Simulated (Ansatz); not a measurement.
# InSe monolayer: from the cell to its phonons, part 2 of 3

Aim: the vibrations of InSe monolayer, their spectra, and whether the structure is stable.

Ansatz 0.2.0; DFT LDA, scalar-relativistic, plane waves, PAW.

So far. Step 2 (Relaxation): The program solves this slab on a cell height of its own, 34.1 Å, in place of the one typed.

### Step 3. Relaxing to small forces for the phonons

Phonons need a cell at rest on their own settings, so the relaxation is repeated with tight tolerances on forces and stress on the k mesh and occupations of the first response run.

Contents of input.yaml:

```yaml
crystal:
  lattice:
    - [3.9522123494, 0.0, 0.0]
    - [-1.9761061747, 3.4227162957, 0.0]
    - [0.0, 0.0, 34.09996]
  atoms:
    - { symbol: In, position: [0.3333333333, 0.6666666667, 0.3627262132] }
    - { symbol: In, position: [0.3333333333, 0.6666666667, 0.2824358339] }
    - { symbol: Se, position: [0.6666666667, 0.3333333333, 0.4001264605] }
    - { symbol: Se, position: [0.6666666667, 0.3333333333, 0.2450355866] }
  periodic: [true, true, false]
kpoints:
  mp_grid: { grid: [9, 9, 1] }
hamiltonian:
  xc: lda
scf:
  occupations: { method: fixed }
output:
  forces: true
  stress: true
  eigenvalues: true
  write_density: true
  write_potential: true
  elf: true
  volumetric_format: npy
relax:
  adjacent_minimum: "off"
  f_tol: 0.001
  max_steps: 60
  cell: { stress_2d_tol: 0.002 }
```

The run is started by

```console
ansatz run input.yaml --threads 8 --pin off --max-ram 14336MiB --backend cpu --events-out ev --progress --plain --runs-dir out
```

Numbers of over 12 decimals in the logs are rounded to 6 here.

Output:

```text
[...]
Crystal: 4 atoms, lattice volume = 461.280 Å³
Basis set: ecut = 420 eV, 9137 PW (Γ)
Bands: 35, of which v1, the nominal top of the filled ones, is band 29 counted from 1 (28 counted from 0)
Symmetry: 12 space group operations
[...]
k-points: 12 of 81 (time reversal used)
[...]
--- Relaxed structure (3 steps of the walk, 2 accepted, 1 SCFs on fresh bases) ---
[...]
cell:  # Å, volume = 461.2411 Å³
    - [3.952044, 0, 0.0]
    - [-1.976022, 3.422570, 0.0]
    - [0.0, 0.0, 34.09996]
  atoms:
    - { symbol: In, position: [0.333333, 0.666667, 0.362722] }
    - { symbol: In, position: [0.333333, 0.666667, 0.282440] }
    - { symbol: Se, position: [0.666667, 0.333333, 0.400127] }
    - { symbol: Se, position: [0.666667, 0.333333, 0.245035] }
[key lines of the parts left out:]
SCF converged after 10 iterations
Free energy (F): -21682.607924 eV
Fermi energy:    -6.190620 eV
P = ½ c Tr σ = -0.0007 N/m
```

Elapsed: 13 s, on 8 threads of Arm Neoverse V1, shared host; peak memory 1.1 GiB; 99 s of CPU time.

Little changed from the start: no atom moved by 0.005 Å and no cell edge by 0.1 %.

This step gave:

```yaml
gap_on_the_k_mesh: 1.672 eV
direct_gap_on_mesh: 1.765 eV
```

Electrostatic potential energy in the ac plane at fractional y = 0.333, with atoms of Se within 0.2 Å of it. With pseudopotentials it is smooth inside the atoms' cores, unlike the true potential.

Values in eV, 24 rows by 14 columns, each cell a mean:
```
  0   0   0   0   0   0   0   0   0   0   0   0   0   0
  0   0   0   0   0   0   0   0   0   0   0   0   0   0
  0   0   0   0   0   0   0   0   0   0   0   0   0   0
  0   0   0   0   0   0   0   0   0   0   0   0   0   0
  0   0   0   0   0   0   0   0   0   0   0   0   0   0
  0   0   0   0   0   0   0   0   0   0   0   0   0   0
  0   0   0   0   0   0   0   0   0   0   0   0   0   0
  0   0   0   0   0   0   0   0   0   0   0   0   0   0
  0   0   0   0   0   0   0   0   0   0   0   0   0   0
  0   0   0   0   0   0   0   0   0   0   0   0   0   0
  0   0   0   0   0   0   0   0   0   0   0   0   0   0
  0   0   0   0   0   0   0   0   0   0   0   0   0   0
  0   0   0   0   0   0   0   0   0   0   0   0   0   0
 -1  -1  -1  -1  -1  -2  -3  -7  -8  -9  -9  -7  -5  -2
 -5  -4  -5  -4  -5  -7 -13 -18 -17 -15 -16 -18 -16  -9
 -6  -7  -8  -8  -6  -5  -4  -3  -3  -4  -3  -3  -3  -4
 -4  -5  -5  -5  -4  -3  -3  -2  -2  -2  -2  -2  -2  -3
 -6  -7  -8  -7  -6  -6  -9 -12 -13 -13 -13 -13 -11  -7
 -2  -2  -1  -1  -2  -4  -9 -13 -14 -13 -13 -14 -11  -6
  0   0   0   0   0   0   0   0   0   0   0   0   0   0
  0   0   0   0   0   0   0   0   0   0   0   0   0   0
  0   0   0   0   0   0   0   0   0   0   0   0   0   0
  0   0   0   0   0   0   0   0   0   0   0   0   0   0
  0   0   0   0   0   0   0   0   0   0   0   0   0   0
```
Columns run along a (4.0 Å; values clipped at the 3rd and 97th percentile), rows up along c (34.1 Å). Atoms in or near the plane, at fractional coordinates: Se at (0.67, 0.40), Se at (0.67, 0.25).

ELF in the ac plane at fractional y = 0.333, with atoms of Se within 0.2 Å of it. It is the smooth field of the valence electrons, not physical close to the nuclei.

Ten even steps from '0' (0.00) to '9' (0.80), each cell a mean:
```
00000000000000
00000000000000
00000000000000
00000000000000
00000000000000
00000000000000
00000000000000
00000000000000
00000000000000
00000000000000
00000000000000
00000000000000
00000012222210
31002589999987
52124799756898
33333333333333
34443211111112
42223578767886
52014799888998
00000134555542
00000000000000
00000000000000
00000000000000
00000000000000
```
Columns run along a (4.0 Å), rows up along c (34.1 Å). Atoms in or near the plane, at fractional coordinates: Se at (0.67, 0.40), Se at (0.67, 0.25).

Valence density in the ac plane at fractional y = 0.333, with atoms of Se within 0.2 Å of it. It is the smooth field of the valence electrons, not physical close to the nuclei.

Ten steps, logarithmic in the rise over the least value, from '0' (0 e/Å³) to '9' (16 e/Å³), each cell a mean:
```
00000000000000
00000000000000
00000000000000
00000000000000
00000000000000
00000000000000
00000000000000
00000000000000
00000000000000
00000000000000
00000000000000
00000000000000
00000000000000
00000012343211
11111235899632
11111111111111
11111000000000
11111224687532
10000124798532
00000000000000
00000000000000
00000000000000
00000000000000
00000000000000
```
Columns run along a (4.0 Å), rows up along c (34.1 Å). Atoms in or near the plane, at fractional coordinates: Se at (0.67, 0.40), Se at (0.67, 0.25).

The largest force component left is 0.10 meV/Å, within the tolerances set.

### Step 4. Zone-centre response

The zone centre comes first: it holds the modes that light can see, as far as symmetry allows. The response to a homogeneous field gives the Born charges and the dielectric tensor, and its change with displacement the Raman tensors.

Contents of input.yaml:

```yaml
crystal:
  lattice:
    - [3.952043777, 0.0, 0.0]
    - [-1.9760218885, 3.4225703077, 0.0]
    - [0.0, 0.0, 34.09996]
  atoms:
    - { symbol: In, position: [0.3333333333, 0.6666666667, 0.3627224838] }
    - { symbol: In, position: [0.3333333333, 0.6666666667, 0.2824395633] }
    - { symbol: Se, position: [0.6666666667, 0.3333333333, 0.4001266645] }
    - { symbol: Se, position: [0.6666666667, 0.3333333333, 0.2450353826] }
  periodic: [true, true, false]
kpoints:
  mp_grid: { grid: [9, 9, 1] }
hamiltonian:
  xc: lda
scf:
  occupations: { method: fixed }
output:
  eigenvalues: true
phonons:
  method: dfpt
  dielectric: true
  raman: true
```

Output:

```text
Warning: phonons.dielectric: true without phonons.rigid_motions: the static dielectric tensor ε⁰ will be withheld (ε∞, Z* and the rows of modes are given); for a crystal or a slab, whose only rigid motions are the translations, set phonons.rigid_motions: translations
Warning: crystal.symmetry: narrowed to the stabiliser of the run's FFT grids — unitary ops 12 → 6. A phonons.method: dfpt run fills in the rows of the dynamical matrix that it does not solve by its symmetry operations, which is exact only for operations that map its FFT grids onto themselves: filled in by any other, the frequencies could depend on the order in which like atoms are typed, or, by more than the grids' own error, on where the crystal sits among the grids' points. Excluded: 6 operations. The run can therefore solve more perturbations, solve them on more k-points, or both, and cost more. [rest of the remark cut]
[...]
Crystal: 4 atoms, lattice volume = 461.241 Å³
Basis set: ecut = 420 eV, 9137 PW (Γ), exchange–correlation on 54×54×480 points (8 copies of the dense FFT grid, shifted against one another)
Bands: 35, of which v1, the nominal top of the filled ones, is band 29 counted from 1 (28 counted from 0)
Symmetry: 12 space group operations
k-points: 25 of 81 (irreducible under 2 space group operations, time reversal used)
[...]
SCF iter   1: F=—  HF=-21682.626460 eV  |F-HF|=—  |Δ(HF+E_count)|=         —  Δρ=3.54e-3  dr2=7.74e-2  ethr=1.77e-3  ⟨swp⟩=6.8  Hψ=3613  notcnv=0  defer=100
[...]
SCF iter  10: F=-21682.607906 eV  HF=-21682.607906 eV  |F-HF|=1.24e-10  |Δ(HF+E_count)|=  9.46e-11  Δρ=2.61e-8  dr2=3.84e-12  ethr=1.00e-12  ⟨swp⟩=8.0  Hψ=4382  notcnv=0
SCF 1 converged in 10 iterations: F = -21682.607906 eV  dr2 = 3.84e-12
[...]
NSCF: frozen V_eff on 2 k-points
DFPT response loops at Γ: preconditioner auto → none (the input reference at scf.mixing.eps_inf says where Resta's filter doesn't serve); β = 0.50; Broyden in place of MSR1
── the response to a field inside a basis, on 16×16×2 k-points: an SCF that follows is theirs, and a resumed run solves both again ──
Bands: 30, of which v1, the nominal top of the filled ones, is band 29 counted from 1 (28 counted from 0)
k-points: 136
[...]
Eigensolver: Dense (136 Hₖ)
SCF iter   1: F=—  HF=-21682.580340 eV  |F-HF|=—  |Δ(HF+E_count)|=         —  Δρ=5.63e-5  dr2=5.70e-6  ethr=1.00e-1
[...]
SCF iter   6: F=-21682.580342 eV  HF=-21682.580342 eV  |F-HF|=1.53e-10  |Δ(HF+E_count)|=   1.62e-9  Δρ=1.23e-7  dr2=7.34e-11  ethr=3.15e-12
SCF 1 converged in 6 iterations: F = -21682.580342 eV  dr2 = 7.34e-11
[...]
SCF converged after 10 iterations
Free energy (F): -21682.607906 eV
[...]
Internal energy: -21682.607906 eV  (E = F + TS)
E sigma→0 (E₀):  -21682.607906 eV
Fermi energy:    -6.190639 eV
[...]
--- Band table (eV; the first three rows and the last of 25) ---
  k-point 0: bands = [... 25 lower, -6.5955, -6.5107, -6.5107, -6.2834, -4.5187, -3.3377, -1.0384 (-1.0384°), -1.0384 (-1.0384°), ... 2 higher]
  k-point 1: bands = [... 25 lower, -7.2090, -6.7610, -6.6562, -6.2078, -3.8861, -2.7013, -1.6754 (-1.6754°), -0.9078 (-0.9078°), ... 2 higher]
  k-point 2: bands = [... 25 lower, -7.9395, -7.1334, -6.9876, -6.2205, -3.3022, -3.0963, -1.3118 (-1.3118°), -1.1728 (-1.1728°), ... 2 higher]
  k-point 24: bands = [... 25 lower, -8.5762, -8.2666, -7.7559, -6.6348, -3.1105, -2.9189, -2.0874, -0.7393, ... 2 higher]
  ° read free of the cell's end (the report's vacuum.weakly_bound_levels)
--- Phonons (Γ-DFPT): 8 representative perturbations + reference, on 25 of 81 k-points (Σ response iterations 30) ---
  ASR residual: 9.401e-5 → 0.000e0 eV/Å²; symmetrization residual: 8.619e-5 eV/Å²
  The last average, over the group as it would stand without the narrowing to the FFT grids, took up to 4.331e-5 eV/Å² of the zone centre's force constants
  ASR residual per site (eV/Å²): 9.40e-5 4.14e-5 8.84e-5 1.74e-5
  Γ frequencies (cm⁻¹): 0.00 0.00 0.00 37.22 37.22 109.63 175.72 175.72 179.72 179.72 203.68 232.16
  ε∞ (high-frequency dielectric tensor):
        2.752863     0.000000     0.000000
        0.000000     2.752863     0.000000
        0.000000     0.000000     1.211111
  α∞ (the layer's polarisability for a field applied outside it; Å, Gaussian; ε∞ is over the cell's 34.100 Å):
        4.756550     0.000000     0.000000
        0.000000     4.756550     0.000000
        0.000000     0.000000     0.572870
  ε⁰ (static dielectric tensor): not given — the deck does not say what the cell's rigid motions are, and on a molecule in a box or a wire the rigid rotations would enter the sum over the modes at Γ. For a crystal or a slab, whose only rigid motions are the translations, set phonons.rigid_motions: translations.
  Born effective charges Z* (e; rows j = field, columns β = displacement):
    site 0:
         2.33933   -0.00000    0.00000
        -0.00000    2.33933   -0.00000
        -0.00000    0.00000    0.16257
    site 1:
         2.33933   -0.00000   -0.00000
         0.00000    2.33933    0.00000
         0.00000   -0.00000    0.16257
    site 2:
        -2.33933    0.00000   -0.00000
         0.00000   -2.33933   -0.00000
         0.00000   -0.00000   -0.16257
    site 3:
        -2.33933    0.00000    0.00000
         0.00000   -2.33933    0.00000
        -0.00000    0.00000   -0.16257
  Z* charge neutrality: 5.154e-3 e pre-enforcement
  solved inside a basis spanned on kpoints, on 16×16×2 k-points transformed towards the longest dipole: ε∞ is read to err by 1.0e-2, Z* by 1.9e-2 e (field_mesh: kpoints solves on kpoints); Z* is corrected for what the basis lacks
  Raman tensors (in the event stream and the table raman_tensors.tsv): an entry may err by 2.9e-1 Å², one of the second-order susceptibility by 4.2e-1 pm/V (basis, points and sum rule); their sum over the sites missed zero by 9.157e-5 Å² ahead of its enforcement
  optical modes at Γ without the LO–TO term, one row a degenerate level:
      ω (cm⁻¹)  modes    IR ((D/Å)²/amu)  static Raman (Å⁴/amu)  depolarisation
         37.22      2             0.0000                 0.2690           0.750
        109.63      1             0.0000                51.8742           0.093
        175.72      2             0.0000                 0.3375           0.750
        179.72      2            10.7933                 1.4537           0.750
        203.68      1             0.0261                 0.0000               —
        232.16      1             0.0000               170.2984           0.118
```

The job ended after 19 min (8 threads; peak memory 5.4 GiB).

Numbers from this step:

```yaml
sum_rule_residual_before_enforcement: 9.40e-5 eV/Å²
miss_of_the_charge_sum_rule: 0.005154 e
estimated_error_of_the_dielectric_tensor: 0.01020
estimated_error_of_the_born_charges: 0.01865 e
point_group: -6m2
highest_optical_mode_at_the_zone_centre_no_lo_to_term: 232.2 cm⁻¹
lowest_optical_zone_centre_mode: 37.22 cm⁻¹
largest_born_charge_third_of_the_trace: 1.614 e
```

Without the LO-TO term. Patterns of degenerate modes are one choice out of their space. Modes at Γ, with each element's share of the kinetic energy:

```csv
mode,frequency (cm⁻¹),symmetry,In %,Se %
1,0.0,acoustic,59,41
2,0.0,acoustic,59,41
3,0.0,acoustic,59,41
4,37.2,E'',62,38
5,37.2,E'',62,38
6,109.6,A1',30,70
7,175.7,E'',38,62
8,175.7,E'',38,62
9,179.7,E',41,59
10,179.7,E',41,59
11,203.7,A2'',41,59
12,232.2,A1',70,30
```

Displacements in mode 5 (37.2 cm⁻¹), the largest set to 1:
```
In1  0.00 -1.00  0.00
In2  0.00  1.00  0.00
Se3  0.00 -0.95  0.00
Se4  0.00  0.95  0.00
```

Displacements in mode 12 (232.2 cm⁻¹), the largest set to 1:
```
In1  0.00  0.00  1.00
In2  0.00  0.00 -1.00
Se3  0.00  0.00 -0.79
Se4  0.00  0.00  0.79
```

High-frequency dielectric tensor, averaged over the cell of height 34.1 Å or as lengthened by the program, vacuum included. Tensor:

```csv
,x,y,z
x,2.753,0,0
y,0,2.753,0
z,0,0,1.211
```

Born charge (rows field, columns displacement) (e), principal values of the symmetric part by kind of site:

```csv
atom,atoms with these values,low,middle,high,mean
In1,2,0.16,2.34,2.34,1.61
Se3,2,-2.34,-2.34,-0.16,-1.61
```

In full for In1:

```
2.34 0.00 0.00
0.00 2.34 0.00
0.00 0.00 0.16
```

Transverse modes. Infrared lines, with heights relative to the strongest:

```csv
position (cm⁻¹),label,relative intensity
37,E'',0.0
110,A1',0.0
176,E'',0.0
180,E',100
204,A2'',0.2
232,A1',0.0
```

Activity x (w_L - w)^4 (n + 1)/w, 532 nm, 300 K; the tensors are static ones, while 532 nm light lies above the computed direct gap, where resonance would change the heights. Lines of the Raman spectrum (strongest = 100):

```csv
position (cm⁻¹),label,relative intensity
37,E'',3.9
110,A1',100
176,E'',0.3
180,E',1.2
204,A2'',0.0
232,A1',92
```

Before it was imposed, the acoustic sum rule was missed by 9.4e-5 eV/Å² and the charge sum rule by 0.0052 e. Small misses are needed for a sound result but don't prove that mesh and cutoff are converged. The lowest optical mode is real, 37.2 cm⁻¹.

(Continued in part 3 of 3.)

[Logs are printed without paths, hosts, clocks, repeated set-up lines and the standing remarks that a program may print on its own settings, such as how far it seeks lower states.]

[Hosts, paths, dates, database ids (printed as entryN), source tags and the programs' standing remarks are cut or masked in the printed files.]
